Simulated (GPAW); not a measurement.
Computed results, one entry a study.

```xyz
2
Lattice="0.000 2.320 2.320 2.320 0.000 2.320 2.320 2.320 0.000" Properties=species:S:1:pos:R:3 pbc="T T T" subject="A GW chain in GPAW: NaF (Villiaumite)" method="DFT, PBE, plane waves, PAW (and 1 further level or step)" program="GPAW 26.7.0" settings="cutoff 600 eV, GPAW PAW setups 1.2.1 data release, 6×6×6 k-mesh, nbands 234" cost="4 runs, 55 s in all on 4 MPI ranks of Arm Neoverse V2, shared host" notes="The cell and positions come from the Crystallography Open Database and are kept as given unless a step says otherwise." pbe_gap="6.31 eV, direct" g0w0_gap_on_the_mesh="10.42 eV" gw_settings="6×6×6 mesh, 104 bands, screening to 150 eV, Godby-Needs plasmon pole" known_limits="short of the basis limit"
Na    0.000    0.000    0.000
F     2.320    2.320    2.320
```

[Long decimals in the printed logs are rounded to 6 places.]

[Logs are printed without paths, hosts, clocks, repeated set-up lines and the standing remarks that a program may print on its own settings, such as how far it seeks lower states.]

[Paths, hosts, dates, memory and timing lines, banners, echoed tables and standing remarks are left out of the program output; an Ansatz launch command may be rebuilt from the run's recorded settings. Measured values are a selection of at most five: reports struck by readers or far from the other reports are left out. None is set beside runs whose start may be inverted or whose files or cutoffs have a known fault.]

[Runs of the session that timed out or met a known fault of the program may be left out.]

[Hosts, paths, dates, database ids (printed as entryN), source tags and the programs' standing remarks are cut or masked in the printed files.]

[Where the starting crystal was built by hand or by swapping elements, it need not be the compound's stable phase.]
